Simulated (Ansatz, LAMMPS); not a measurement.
# Site preference of a vacancy of O in glassy 32CaO-68Al2O3 (mol %) (113 atoms): runs compared

Aim: make a vacancy of O at several sites of glassy 32CaO-68Al2O3 (mol %) (113 atoms), relax each, and compare their energies.

Computed with Ansatz 0.2.0: Kohn-Sham DFT, PBE, PAW (set soft_2), plane waves.

### Step 1. The cell as built

The cell holds 113 atoms: 9 Ca, 38 Al and 66 O. Its edges and angles: a = 10.776 Å, b = 10.776 Å, c = 10.776 Å, α = 90.0°, β = 90.0°, γ = 90.0°. 113 atoms (9 Ca, 38 Al, 66 O) placed at random at 3.11 g/cm³, melted at 4000 K for 10 ps at fixed volume with the Morse and Coulomb pair potential with partial charges (Pedone, Malavasi, Menziani, Cormack and Segre, J. Phys. Chem. B 110, 11780 (2006)). Quenched from 4000 K to 300 K at 50 K/ps and fixed volume, held 10 ps at zero pressure.

Limits known from the start: The quench rate of 50 K/ps is many orders above laboratory rates, so the cell is likely richer in defects and strain than a real sample. The starting topology of bonds comes from the classical model, and needn't be the one that DFT or experiment would give. Only the Γ point is sampled, in a cell whose shortest periodic width is 11 Å.

### Step 2. The reference run

The reference is a single point at the end of the relaxation.

Every defect cell starts from the geometry of this run and is relaxed in the fixed cell.

Its input, with most atom lines left out:

```yaml
crystal:
  lattice:
    - [10.776, 0.0, 0.0]
    - [0.0, 10.776, 0.0]
    - [0.0, 0.0, 10.776]
  atoms:
    - { symbol: Ca, position: [0.90143, 0.62888, 0.06585] }
    - { symbol: Ca, position: [0.69924, 0.93189, 0.23301] }
    - { symbol: Ca, position: [0.81545, 0.87643, 0.89649] }
    - { symbol: Ca, position: [0.05296, 0.91087, 0.15724] }
    - { symbol: Ca, position: [0.75301, 0.22902, 0.79928] }
    - { symbol: Ca, position: [0.63565, 0.39588, 0.06885] }
    - { symbol: Ca, position: [0.83956, 0.71216, 0.47908] }
    [... atom lines 8 to 113 left out ...]
kpoints:
  mp_grid: { grid: [1, 1, 1] }
hamiltonian:
  xc: pbe
scf:
  occupations: { method: fixed }
output:
  forces: true
  stress: true
  populations: true
  dos:
    method: { smearing: { sigma: 0.1 } }
    de: 0.1
    projected: { site_lists: { Al: [Al], Ca: [Ca], O: [O] } }
  eigenvalues: true
  write_density: true
  write_potential: true
  volumetric_format: npy
```

| Item | Value |
| --- | --- |
| free energy per atom | -658.2944 eV/atom |
| r.m.s. force component | 0.00582 eV/Å |
| pressure | 4.275 GPa |

Filled and empty levels are parted by 3.73 eV (at Γ alone); a semilocal functional tends to put such gaps too low. In a disordered cell it changes from sample to sample, and tail or defect levels can set it.

### Step 3. The runs

Each row is one run, on 4 threads of Arm Neoverse V2, shared host. The free energy is the program's total, comparable only between runs with the same functional, potentials and atoms.

| run | atoms | outcome | ionic steps, all passes | free energy (eV) | time | host memory (GiB) |
| --- | --- | --- | --- | --- | --- | --- |
| Single point at the start | 113 | converged | - | -74379.066 | 15 s | 1.5 |
| Relaxation | 113 | converged | 10 | -74387.268 | 1.7 min | 1.5 |
| Single point at the relaxed geometry | 113 | converged | - | -74387.267 | 23 s | 1.6 |
| Vacancy of O, site O68 | 112 | converged | 13 | -73816.367 | 6.3 min | 2.7 |
| Vacancy of O, site O77 | 112 | converged | 16 | -73816.334 | 8.2 min | 2.8 |
| Vacancy of O, site O88 | 112 | converged | 12 | -73816.781 | 6.2 min | 2.8 |
| Vacancy of O, site O89 | 112 | converged | 11 | -73816.085 | 5.7 min | 2.8 |
| Vacancy of O, site O49 | 112 | converged | 12 | -73816.476 | 6.3 min | 2.7 |

In some runs the program notes that starting moments were not kept.

The surroundings of site O88, the cheapest one, after relaxation: 11 atoms, nearest first, with positions taken from that point. Atoms keep their numbers of the cell before the removal, where the removed atom was number 88.

| atom | x | y | z | distance (Å) | bonds |
| --- | --- | --- | --- | --- | --- |
| Al12 | -0.36 | -0.65 | 1.29 | 1.49 | 3 |
| Al44 | -0.93 | 1.09 | -0.54 | 1.53 | 3 |
| Al21 | 1.58 | 0.58 | -0.64 | 1.80 | 4 |
| O52 | 2.19 | -0.65 | 0.62 | 2.36 | 3 |
| O79 | -0.56 | -2.32 | 0.65 | 2.47 | 4 |
| O49 | 0.48 | 2.01 | -1.38 | 2.48 | 4 |
| O81 | -1.64 | 0.15 | -1.88 | 2.50 | 3 |
| O73 | -1.93 | -0.04 | 1.68 | 2.56 | 3 |
| O74 | 1.47 | -0.56 | -2.07 | 2.60 | 4 |
| Ca2 | -0.50 | -1.94 | -1.79 | 2.69 | 6 |
| O105 | 0.51 | 0.04 | 2.67 | 2.72 | 3 |

The column of bonds counts only the pairs O-Al within 2.48 Å, O-Ca within 3.12 Å; other neighbours, such as metal atoms beside each other in a compound, aren't counted, and periodic images can show an atom twice.

### Step 4. The sites compared

All these cells hold the same atoms, so their energies can be compared with no chemical potential.

| site | neighbours | mean distance (Å) | atoms within 6 Å | energy over the best site (eV) | before relaxation (eV) | gain on relaxing (eV) |
| --- | --- | --- | --- | --- | --- | --- |
| O88 | CaAl3 | 1.99 | 72 | 0.00 | 0.00 | 0.64 |
| O49 | CaAl3 | 2.13 | 79 | 0.31 | 0.07 | 0.41 |
| O68 | Al3 | 1.82 | 83 | 0.41 | 0.02 | 0.25 |
| O77 | Ca3Al2 | 2.38 | 80 | 0.45 | 0.03 | 0.23 |
| O89 | Al3 | 1.84 | 79 | 0.70 | 0.22 | 0.17 |

Neighbours are those of the relaxed host within 2.49 Å (O-Al), 3.08 Å (O-Ca); other pairs aren't counted.

### Step 5. Outcome

The cheapest site is O88 (4 neighbours, CaAl3); the dearest, O89 (3 neighbours, Al3), costs 0.70 eV more. By coordination the energies over the best site are 0.41 to 0.70 eV with 3 neighbours, 0.00 to 0.31 eV with 4 neighbours and 0.45 eV with 5 neighbours. Relaxation gains 0.17 to 0.64 eV and leaves the best site the same; before relaxing the sites lay within 0.22 eV, so most of the preference arises as the atoms move.

**Limits.** Defects are neutral and interact with their images. The reference ran with fixed occupations, but 5 of the 5 defect cells with fermi-dirac smearing of 0.025 eV, spin polarised. In a disordered cell the relaxation can also rearrange atoms far from the site. In the spin-polarised runs the search for a state of lower energy was switched off. Only 5 of the 66 O sites were tried; unless symmetry makes the others alike to these, a cheaper one may exist. The pressure of 4.3 GPa says that the cell would expand at this level of theory.

The DFT runs together took 35 min of wall time.

[Logs are printed without paths, hosts, clocks, repeated set-up lines and the standing remarks that a program may print on its own settings, such as how far it seeks lower states.]

[Hosts, paths, dates, database ids (printed as entryN), source tags and the programs' standing remarks are cut or masked in the printed files.]
